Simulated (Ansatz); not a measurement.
## Be (P6_3/mmc, 2 atoms in the cell): converging a phonon calculation

Wanted: convergence of the phonons of Be (P6_3/mmc, 2 atoms in the cell) against cost.

Program: Ansatz 0.2.0. Level of theory: DFT PBEsol, scalar-relativistic, plane waves, PAW. Results are calculated unless marked as measured.

## (1) The structure

Symmetry: P6_3/mmc, No. 194, hexagonal system. The conventional cell has a = 2.255 Å, b = 2.255 Å, c = 3.558 Å, α = 90.00°, β = 90.00°, γ = 120.00°. Nearest to Be lie 12 Be at 2.20 to 2.26 Å.

## (2) Tight relaxation

Phonons need a cell at rest on their own settings, so the relaxation is repeated with tight tolerances on forces and stress on the k mesh and occupations of the first response run.

Input file input.yaml:

```yaml
crystal:
  lattice:
    - [2.2550681473, 0.0, 0.0]
    - [-1.1275340737, 1.9529463028, 0.0]
    - [0.0, 0.0, 3.5583492325]
  atoms:
    - { symbol: Be, position: [0.3333333333, 0.6666666667, 0.25] }
    - { symbol: Be, position: [0.6666666667, 0.3333333333, 0.75] }
kpoints:
  mp_grid: { grid: [24, 24, 12] }
hamiltonian:
  xc: pbesol
scf:
  occupations: { method: methfessel_paxton, width: 0.2 }
output:
  forces: true
  stress: true
  eigenvalues: true
relax:
  adjacent_minimum: "off"
  f_tol: 0.001
  max_steps: 60
  cell: { stress_tol: 0.01 }
```

Launch:

```bash
> ansatz run input.yaml --threads 4 --pin off --max-ram 7168MiB --backend cpu --events-out ev --progress --plain --runs-dir out
```

Numbers of over 12 decimals in the logs are rounded to 6 here.

The log of the run:

```text
Engine: ansatz 0.2.0, aarch64-unknown-linux-gnu
Pseudopotentials: kind: paw
Pseudopotential: Be, paw, valence charge 2, recommended cutoff 420 eV (normal), Be.paw.azcp
Functional definition: PBEsol
  exchange = pbesol_x
  correlation = pbesol_c
Crystal: 2 atoms, lattice volume = 15.671 Å³
[...]
--- Relaxed structure (3 steps of the walk, 3 accepted, 1 SCFs on fresh bases) ---
  F+E_penalty+E_count = -180.69848583 eV   max|allowed force component| = 1.480e-16 eV/Å   (the final SCF, on the basis selected at the relaxed cell)
  cell:  # Å, volume = 15.6754 Å³
    - [2.257063, 2.8893039651790715e-11, 0.0]
    - [-1.128532, 1.954674, 0.0]
    - [0.0, 0.0, 3.553046]
  atoms:
    - { symbol: Be, position: [0.333333, 0.666667, 0.250000] }
    - { symbol: Be, position: [0.666667, 0.333333, 0.75] }
[key lines of the parts left out:]
SCF converged after 4 iterations
Free energy (F): -180.698486 eV
Fermi energy:    8.150340 eV
P = ⅓ Tr σ = 0.0056 GPa (0.056 kbar)
```

Elapsed: 3.7 s, on 4 threads of Arm Neoverse V1, shared host; peak memory 0.35 GiB; 13 s of CPU time.

The steps of the relaxation:

| step | energy less that of the first step (eV) | largest force component (eV/Å) | pressure (GPa) | volume (Å³) |
| --- | --- | --- | --- | --- |
| 1 | 0.0000 | 0.0000 | 0.01 | 15.67 |
| 2 | -0.0001 | 0.0000 | 0.01 | 15.67 |
| 3 | -0.0001 | 0.0000 | 0.01 | 15.68 |
| 4* | -0.0001 | 0.0000 | 0.01 | 15.68 |

Relaxation steps marked * repeat the geometry before them on a plane-wave basis chosen anew for their cell, so energy and pressure can jump there.

The run keeps the 24 symmetry operations that it works with, so distortions that break them were not tested.

| conventional cell, symmetrised | before | after | change |
| --- | --- | --- | --- |
| a (Å) | 2.255 | 2.257 | +0.1 % |
| b (Å) | 2.255 | 2.257 | +0.1 % |
| c (Å) | 3.558 | 3.553 | -0.1 % |
| volume (Å³/atom) | 7.84 | 7.84 | +0.0 % |

The relaxed structure:

```xyz
2
Lattice="2.2571 0.0000 0.0000 -1.1285 1.9547 0.0000 0.0000 0.0000 3.5530" Properties=species:S:1:pos:R:3 pbc="T T T"
Be    0.0000    1.3031    0.8883
Be    1.1285    0.6516    2.6648
```

This step gave:

```yaml
pressure: 0.005634 GPa
volume_per_atom: 7.838 Å³
gap_on_the_k_mesh: 0 eV
```

The forces vanish by symmetry and the pressure is 0.006 GPa, within the tolerances set. The cell now holds 7.84 Å³/atom.

## (3) The dispersion

Stability and thermal properties need the whole zone. Linear response on a 6×6×4 q mesh gives force constants as far as a supercell of that size would.

Input file input.yaml:

```yaml
crystal:
  lattice:
    - [2.2570630982, 0.0, 0.0]
    - [-1.1285315491, 1.954673981, 0.0]
    - [0.0, 0.0, 3.5530460613]
  atoms:
    - { symbol: Be, position: [0.3333333333, 0.6666666667, 0.25] }
    - { symbol: Be, position: [0.6666666667, 0.3333333333, 0.75] }
kpoints:
  mp_grid: { grid: [24, 24, 12] }
hamiltonian:
  xc: pbesol
scf:
  occupations: { method: methfessel_paxton, width: 0.2 }
output:
  eigenvalues: true
phonons:
  method: dfpt
  qmesh: [6, 6, 4]
  temperatures: { t_max: 1000, t_step: 50 }
  qpath:
    path:
      - [[0.0, 0.0, 0.0], [0.5, 0.0, 0.0], [0.33333333, 0.33333333, 0.0], [0.0, 0.0, 0.0], [0.0, 0.0, 0.5], [0.5, 0.0, 0.5], [0.33333333, 0.33333333, 0.5], [0.0, 0.0, 0.5]]
      - [[0.5, 0.0, 0.5], [0.5, 0.0, 0.0]]
      - [[0.33333333, 0.33333333, 0.5], [0.33333333, 0.33333333, 0.0]]
    npoints: 10
```

The log of the run:

```text
[...]
Crystal: 2 atoms, lattice volume = 15.675 Å³
Basis set: ecut = 420 eV, 311 PW (Γ), exchange–correlation on 32×32×48 points (8 copies of the dense FFT grid, shifted against one another)
Bands: 6, of which v1, the nominal top of the filled ones, is band 2 counted from 1 (1 counted from 0)
Symmetry: 24 space group operations
k-points: 427 of 6912
[...]
SCF iter   1: F=—  HF=-180.698609 eV  |F-HF|=—  |Δ(HF+E_count)|=         —  Δρ=1.52e-3  dr2=2.74e-4  ethr=1.77e-3  ⟨swp⟩=5.3  Hψ=21515  notcnv=0
[...]
SCF iter   6: F=-180.698486 eV  HF=-180.698486 eV  |F-HF|=5.68e-14  |Δ(HF+E_count)|=  3.30e-12  S|Δr|=    0.00e0  Δρ=2.34e-8  dr2=3.33e-14  ethr=1.00e-12  ⟨swp⟩=4.0  Hψ=6453  notcnv=0
SCF 1 converged in 6 iterations: F = -180.698486 eV  dr2 = 3.33e-14
[...]
NSCF: frozen V_eff on 427 k-points
[...]
DFPT response loops at q = (0, 0, 0) (fractional): preconditioner auto → Kerker (q_TF=auto, 2.173 Å⁻¹) (partly filled bands, converged f_vac=0.000); β = 1.00, the filter's whole step (`scf.mixing.beta` (0.50) is not read by the response loops under this deck's `scf.mixing.preconditioner`; to damp them name `kerker` or `kerker_dos`, under which they read `scf.mixing.beta`, and type it under 1.00, their step now; both keys bind the ground state too); Broyden in place of MSR1
[...]
SCF converged after 6 iterations
[...]
Free energy (F): -180.698486 eV
[...]
Internal energy: -180.698000 eV  (E = F + TS)
E sigma→0 (E₀):  -180.698364 eV
Entropy (-TS):   -0.000486 eV (-0.243 meV/atom)
Fermi energy:    8.150340 eV
[...]
--- Band table (eV; the first three rows and the last of 427) ---
[...]
--- Phonons (Γ-DFPT): 2 representative perturbations + reference (Σ response iterations 6) ---
  ASR residual: 1.875e-4 → 0.000e0 eV/Å²; symmetrization residual: 2.184e-14 eV/Å²
  ASR residual per site (eV/Å²): 1.87e-4 1.87e-4
  Γ frequencies (cm⁻¹): 0.00 0.00 0.00 465.88 465.88 701.76
--- Phonons (arbitrary-q DFPT): 21 irreducible q on the 6×6×4 mesh ---
  q = [0.0000, 0.0000, 0.0000] (star 1, of the zone-centre solve; hermiticity 2.70e-15, symmetrization 1.47e-15): -0.00 0.00 0.00 465.88 465.88 701.76
  q = [0.0000, 0.0000, 0.2500] (star 2, 2 solved perturbations in 2616 linear systems a pass and spin channel, the states on 1884 of 6912 k-point pairs; hermiticity 4.46e-11, symmetrization 1.08e-11): 206.25 206.25 290.20 446.98 446.98 644.57
[...]
q = [0.0000, 0.1667, 0.0000] (star 6, 3 solved perturbations on 2100 of 6912 k-point pairs; hermiticity 1.11e-8, symmetrization 1.24e-15): 220.48 226.97 317.23 494.13 511.35 684.93
[...]
sum rule: each row above includes the acoustic sum rule's correction from the zone centre's row sums; it moved no ω² by more than (2.38 cm⁻¹)²
  mesh force constants: q→R imaginary residual 3.96e-19; ASR residual 1.875e-4 → 0.000e0 eV/Å²; symmetrization residual 8.882e-15 eV/Å²
  interpolated dispersion: 93 rows × 6 modes
  density of states and harmonic sums: on the 36×36×20 q-mesh, interpolated from the force constants of a 6×6×4 supercell (no non-analytic term)
  largest difference from the sums on the solved wave vectors: F 3.86e-3 eV, S 5.64e-6 and C_V 1.79e-6 eV/K
  zero-point energy: 0.189004 eV/cell   skipped modes (ω ≤ 0): 3   left out of the sums: 1.93e-5 of the cell's modes: C_V's classical limit lies that fraction below 3 k_B per atom; for a crystal, a wire or a layer, F and S can be off by more, and a phonons.interpolated_qmesh denser along its periods is the remedy for the sampling
```

The job ended after 3.1 min (4 threads; peak memory 1.8 GiB).

This step gave:

| Item | Value |
| --- | --- |
| sum-rule residual before enforcement | 1.87e-4 eV/Å² |
| lowest frequency on the path | 0 cm⁻¹ |
| point group | 6/mmm |
| highest frequency on the path or at a solved wavevector | 701.8 cm⁻¹ |
| mean frequency | 508.2 cm⁻¹ |
| Debye temperature (second moment) | 967 K |
| logarithmic mean frequency | 493 cm⁻¹ |
| highest optical mode at the zone centre (no LO-TO term) | 701.8 cm⁻¹ |
| lowest optical zone-centre mode | 465.9 cm⁻¹ |
| lowest mode on the q mesh (acoustic modes at Γ apart) | 206.2 cm⁻¹ |
| zero-point energy per atom | 94.5 meV |
| heat capacity at 300 K | 15.54 J/(mol atoms K) |
| vibrational entropy at 300 K | 8.989 J/(mol atoms K) |

Frequencies (cm⁻¹) solved at each irreducible wavevector; negative means imaginary. Frequencies by wavevector, by row:

| q in reciprocal lattice units | star | mode 1 | mode 2 | mode 3 | mode 4 | mode 5 | mode 6 |
| --- | --- | --- | --- | --- | --- | --- | --- |
| 0 0 0 | 1 | 0 | 0 | 0 | 465.9 | 465.9 | 701.8 |
| 0 0 0.25 | 2 | 206.2 | 206.2 | 290.2 | 447 | 447 | 644.6 |
| 0 0 -0.5 | 1 | 362 | 362 | 362 | 362 | 507.4 | 507.4 |
| 0 0.1667 0 | 6 | 220.5 | 227 | 317.2 | 494.1 | 511.4 | 684.9 |
| 0 0.1667 0.25 | 12 | 270 | 286.7 | 419.9 | 465.4 | 469.4 | 667.2 |
| 0 0.1667 -0.5 | 6 | 364.2 | 364.2 | 377.9 | 377.9 | 589.1 | 589.1 |
| 0 0.3333 0 | 6 | 353.3 | 366.7 | 535.5 | 549.9 | 567.6 | 629.3 |
| 0 0.3333 0.25 | 12 | 380.9 | 434.1 | 518.5 | 530 | 556.8 | 665.5 |
| 0 0.3333 -0.5 | 6 | 447.4 | 447.4 | 476.7 | 476.7 | 641.3 | 641.3 |
| 0 -0.5 0 | 3 | 406.9 | 433.1 | 582.9 | 589.1 | 605.5 | 614.4 |
| 0 -0.5 0.25 | 6 | 434.9 | 486.5 | 556.7 | 568.6 | 619.5 | 644.1 |
| 0 -0.5 -0.5 | 3 | 497.4 | 497.4 | 521.2 | 521.2 | 661.1 | 661.1 |
| 0.1667 0.1667 0 | 6 | 312.2 | 331.3 | 464 | 554.4 | 575.9 | 647.8 |
| 0.1667 0.1667 0.25 | 12 | 358.3 | 392.3 | 497.9 | 509.4 | 549.1 | 678.1 |
| 0.1667 0.1667 -0.5 | 6 | 409.9 | 409.9 | 480.7 | 480.7 | 630.4 | 630.4 |
| 0.1667 0.3333 0 | 12 | 422.6 | 430.8 | 521.1 | 587.3 | 599.8 | 634 |
| 0.1667 0.3333 0.25 | 24 | 430.5 | 467.7 | 534.2 | 579.7 | 620.7 | 655.7 |
| 0.1667 0.3333 -0.5 | 12 | 443.2 | 443.2 | 563.6 | 563.6 | 661 | 661 |
| 0.3333 0.3333 0 | 2 | 507.2 | 507.2 | 512.5 | 512.5 | 550.1 | 655.8 |
| 0.3333 0.3333 0.25 | 4 | 454.2 | 454.2 | 559.2 | 605.2 | 605.2 | 631.9 |
| 0.3333 0.3333 -0.5 | 2 | 428.4 | 428.4 | 597.5 | 597.5 | 656.2 | 656.2 |

Interpolated from a 6×6×4 q mesh. Phonon branches along the path, in cm⁻¹:

| point | branch 1 | branch 2 | branch 3 | branch 4 | branch 5 | branch 6 |
| --- | --- | --- | --- | --- | --- | --- |
| Γ | 0 | 0 | 0 | 466 | 466 | 702 |
| halfway | 299 | 305 | 447 | 521 | 537 | 660 |
| M | 407 | 433 | 583 | 589 | 606 | 614 |
| halfway | 437 | 454 | 549 | 570 | 592 | 638 |
| K | 507 | 507 | 512 | 512 | 550 | 656 |
| halfway | 312 | 331 | 464 | 554 | 576 | 648 |
| Γ | 0 | 0 | 0 | 466 | 466 | 702 |
| halfway | 206 | 206 | 290 | 447 | 447 | 645 |
| A | 362 | 362 | 362 | 362 | 507 | 507 |
| halfway | 408 | 408 | 421 | 421 | 621 | 621 |
| L | 497 | 497 | 521 | 521 | 661 | 661 |
| halfway | 450 | 450 | 574 | 574 | 662 | 662 |
| H | 428 | 428 | 598 | 598 | 656 | 656 |
| halfway | 410 | 410 | 481 | 481 | 630 | 630 |
| A | 362 | 362 | 362 | 362 | 507 | 507 |
| jump to L | 497 | 497 | 521 | 521 | 661 | 661 |
| halfway | 435 | 486 | 557 | 569 | 620 | 644 |
| M | 407 | 433 | 583 | 589 | 606 | 614 |
| jump to H | 428 | 428 | 598 | 598 | 656 | 656 |
| halfway | 454 | 454 | 559 | 605 | 605 | 632 |
| K | 507 | 507 | 512 | 512 | 550 | 656 |

The phonon branches as a text plot (rows in cm⁻¹):

```
    687 |****              *****
    658 |          *****  *     *       ***********      **  * **
    629 |    ** ***     **            **           *     **** *
    599 |      *****   ***       *            ***   **     ***
    570 |     ******* ** *           *      **   *    *   ******
    541 |    **    ****   *       * *      *      *      *     **
    512 |  ***      **     *       *     **            ***      *
    482 |***        * ****  **    *     ** *       *      *    **
    453 |         **   *      ***      **   **           * *  *
    424 |       ***     * *      *    **      *******     ****
    395 |      ***               **   *             **      *
    366 |   * *          *         ***               ****
    336 |    *             *      * *                 *
    307 |
    278 |  *              *     **
    249 |   *
    219 |  *               **   *
    190 | **
    161 | *                 *
    132 | *                    *
    102 |*                   *
     73 |*                   * *
     44 |
     15 |                     *
         Γ      M    K        Γ   A       L    H       A|L M|H  K
```

Symmetry leaves 21 wavevectors to solve. The lowest mode among them, the acoustic zeros apart, lies at q = (0, 0, 0.25) and is real, 206 cm⁻¹.

## (4) Another q mesh, q mesh 2×2×1

The q mesh is changed to 2×2×1, to see how far the force constants must reach.

input.yaml: that of step 3 with these lines changed.

```diff
@@ -18,3 +18,3 @@
   method: dfpt
-  qmesh: [6, 6, 4]
+  qmesh: [2, 2, 1]
   temperatures: { t_max: 1000, t_step: 50 }
```

The log of the run:

```text
[...]
Crystal: 2 atoms, lattice volume = 15.675 Å³
Basis set: ecut = 420 eV, 311 PW (Γ), exchange–correlation on 32×32×48 points (8 copies of the dense FFT grid, shifted against one another)
Bands: 6, of which v1, the nominal top of the filled ones, is band 2 counted from 1 (1 counted from 0)
Symmetry: 24 space group operations
k-points: 427 of 6912
[...]
SCF iter   1: F=—  HF=-180.698609 eV  |F-HF|=—  |Δ(HF+E_count)|=         —  Δρ=1.52e-3  dr2=2.74e-4  ethr=1.77e-3  ⟨swp⟩=5.3  Hψ=21515  notcnv=0
[...]
SCF iter   6: F=-180.698486 eV  HF=-180.698486 eV  |F-HF|=5.68e-14  |Δ(HF+E_count)|=  3.30e-12  S|Δr|=    0.00e0  Δρ=2.34e-8  dr2=3.33e-14  ethr=1.00e-12  ⟨swp⟩=4.0  Hψ=6453  notcnv=0
SCF 1 converged in 6 iterations: F = -180.698486 eV  dr2 = 3.33e-14
[...]
SCF converged after 6 iterations
[...]
Free energy (F): -180.698486 eV
[...]
Internal energy: -180.698000 eV  (E = F + TS)
E sigma→0 (E₀):  -180.698364 eV
Entropy (-TS):   -0.000486 eV (-0.243 meV/atom)
Fermi energy:    8.150340 eV
[...]
--- Band table (eV; the first three rows and the last of 427) ---
[...]
ASR residual: 1.875e-4 → 0.000e0 eV/Å²; symmetrization residual: 2.184e-14 eV/Å²
  ASR residual per site (eV/Å²): 1.87e-4 1.87e-4
  Γ frequencies (cm⁻¹): 0.00 0.00 0.00 465.88 465.88 701.76
--- Phonons (arbitrary-q DFPT): 2 irreducible q on the 2×2×1 mesh ---
[...]
interpolated dispersion: 93 rows × 6 modes
[...]
```

Elapsed: 8.8 s, on 4 threads; peak memory 0.53 GiB; 32 s of CPU time.

This step gave:

* lowest mode on the q mesh (acoustic modes at Γ apart): 406.9 cm⁻¹
* highest frequency at a solved wavevector (no LO-TO term at Γ): 701.8 cm⁻¹

Frequencies (cm⁻¹) solved at each irreducible wavevector; negative means imaginary. Frequencies by wavevector, by row:

| q in reciprocal lattice units | star | mode 1 | mode 2 | mode 3 | mode 4 | mode 5 | mode 6 |
| --- | --- | --- | --- | --- | --- | --- | --- |
| 0 0 0 | 1 | 0 | 0 | 0 | 465.9 | 465.9 | 701.8 |
| 0 -0.5 0 | 3 | 406.9 | 433.1 | 582.9 | 589.1 | 605.5 | 614.4 |

## (5) Another q mesh, q mesh 3×3×2

The q mesh is changed to 3×3×2, to see how far the force constants must reach.

input.yaml: that of step 4 with these lines changed.

```diff
@@ -18,3 +18,3 @@
   method: dfpt
-  qmesh: [2, 2, 1]
+  qmesh: [3, 3, 2]
   temperatures: { t_max: 1000, t_step: 50 }
```

The log of the run:

```text
[...]
Crystal: 2 atoms, lattice volume = 15.675 Å³
Basis set: ecut = 420 eV, 311 PW (Γ), exchange–correlation on 32×32×48 points (8 copies of the dense FFT grid, shifted against one another)
Bands: 6, of which v1, the nominal top of the filled ones, is band 2 counted from 1 (1 counted from 0)
Symmetry: 24 space group operations
k-points: 427 of 6912
[...]
Entropy (-TS):   -0.000486 eV (-0.243 meV/atom)
Fermi energy:    8.150340 eV
[...]
--- Band table (eV; the first three rows and the last of 427) ---
[...]
ASR residual: 1.875e-4 → 0.000e0 eV/Å²; symmetrization residual: 2.184e-14 eV/Å²
  ASR residual per site (eV/Å²): 1.87e-4 1.87e-4
  Γ frequencies (cm⁻¹): 0.00 0.00 0.00 465.88 465.88 701.76
--- Phonons (arbitrary-q DFPT): 6 irreducible q on the 3×3×2 mesh ---
[...]
interpolated dispersion: 93 rows × 6 modes
[...]
[key lines of the parts left out:]
SCF converged after 6 iterations
Free energy (F): -180.698486 eV
```

Wall time 30 s (4 threads); peak memory 0.75 GiB.

This step gave:

| Property | Result |
| --- | --- |
| mean frequency | 505.3 cm⁻¹ |
| Debye temperature (second moment) | 960 K |
| logarithmic mean frequency | 491.3 cm⁻¹ |
| lowest mode on the q mesh (acoustic modes at Γ apart) | 353.3 cm⁻¹ |
| zero-point energy per atom | 93.97 meV |
| heat capacity at 300 K | 15.62 J/(mol atoms K) |
| vibrational entropy at 300 K | 9.012 J/(mol atoms K) |

Frequencies (cm⁻¹) solved at each irreducible wavevector; negative means imaginary. Frequencies by wavevector, by row:

| q in reciprocal lattice units | star | mode 1 | mode 2 | mode 3 | mode 4 | mode 5 | mode 6 |
| --- | --- | --- | --- | --- | --- | --- | --- |
| 0 0 0 | 1 | 0 | 0 | 0 | 465.9 | 465.9 | 701.8 |
| 0 0 -0.5 | 1 | 362 | 362 | 362 | 362 | 507.4 | 507.4 |
| 0 0.3333 0 | 6 | 353.3 | 366.7 | 535.5 | 549.9 | 567.6 | 629.3 |
| 0 0.3333 -0.5 | 6 | 447.4 | 447.4 | 476.7 | 476.7 | 641.3 | 641.3 |
| 0.3333 0.3333 0 | 2 | 507.2 | 507.2 | 512.5 | 512.5 | 550.1 | 655.8 |
| 0.3333 0.3333 -0.5 | 2 | 428.4 | 428.4 | 597.5 | 597.5 | 656.2 | 656.2 |

The mean frequency is 505.3 cm⁻¹, -2.9 cm⁻¹ against the base run.

## (6) Another k mesh, k-mesh 8×8×4, q mesh 2×2×2

The k mesh is changed to 8×8×4 on a small fixed q mesh, to find the coarsest that serves.

input.yaml: that of step 5 with these lines changed.

```diff
@@ -9,3 +9,3 @@
 kpoints:
-  mp_grid: { grid: [24, 24, 12] }
+  mp_grid: { grid: [8, 8, 4] }
 hamiltonian:
@@ -18,3 +18,3 @@
   method: dfpt
-  qmesh: [3, 3, 2]
+  qmesh: [2, 2, 2]
   temperatures: { t_max: 1000, t_step: 50 }
```

The log of the run:

```text
[...]
Crystal: 2 atoms, lattice volume = 15.675 Å³
Basis set: ecut = 420 eV, 311 PW (Γ), exchange–correlation on 32×32×48 points (8 copies of the dense FFT grid, shifted against one another)
Bands: 6, of which v1, the nominal top of the filled ones, is band 2 counted from 1 (1 counted from 0)
Symmetry: 24 space group operations
k-points: 30 of 256
[...]
SCF iter   1: F=—  HF=-180.659527 eV  |F-HF|=—  |Δ(HF+E_count)|=         —  Δρ=3.79e-3  dr2=1.56e-3  ethr=1.77e-3  ⟨swp⟩=5.1  Hψ=1510  notcnv=0
[...]
SCF iter   5: F=-180.659198 eV  HF=-180.659198 eV  |F-HF|=2.84e-14  |Δ(HF+E_count)|=  5.19e-10  S|Δr|=    0.00e0  Δρ=3.12e-7  dr2=5.25e-12  ethr=1.00e-12  ⟨swp⟩=4.0  Hψ=643  notcnv=0
SCF 1 converged in 5 iterations: F = -180.659198 eV  dr2 = 5.25e-12
[...]
SCF converged after 5 iterations
[...]
Free energy (F): -180.659198 eV
[...]
Internal energy: -180.656621 eV  (E = F + TS)
E sigma→0 (E₀):  -180.658554 eV
Entropy (-TS):   -0.002576 eV (-1.288 meV/atom)
Fermi energy:    8.910414 eV
Step filling:    the computed levels leave a gap of 0.0394 eV = 0.2 smearing widths at the electron count; against every level under it full and every level over it empty, smearing changes F+E_penalty+E_count by -2.349 meV and its σ→0 estimate by -1.705 meV
[...]
--- Band table (eV; the first three rows and the last of 30) ---
[...]
ASR residual: 1.644e-4 → 0.000e0 eV/Å²; symmetrization residual: 2.154e-14 eV/Å²
  ASR residual per site (eV/Å²): 1.64e-4 1.64e-4
  Γ frequencies (cm⁻¹): 0.00 0.00 0.00 464.07 464.07 722.38
--- Phonons (arbitrary-q DFPT): 4 irreducible q on the 2×2×2 mesh ---
[...]
interpolated dispersion: 93 rows × 6 modes
[...]
```

The job ended after 1.6 s (4 threads; peak memory 0.3 GiB).

The run finished; it serves as a test, and its numbers are not taken as the result.

(Part 1 of 2 ends here.)

[Logs are printed without paths, hosts, clocks, repeated set-up lines and the standing remarks that a program may print on its own settings, such as how far it seeks lower states.]

[Hosts, paths, dates, database ids (printed as entryN), source tags and the programs' standing remarks are cut or masked in the printed files.]
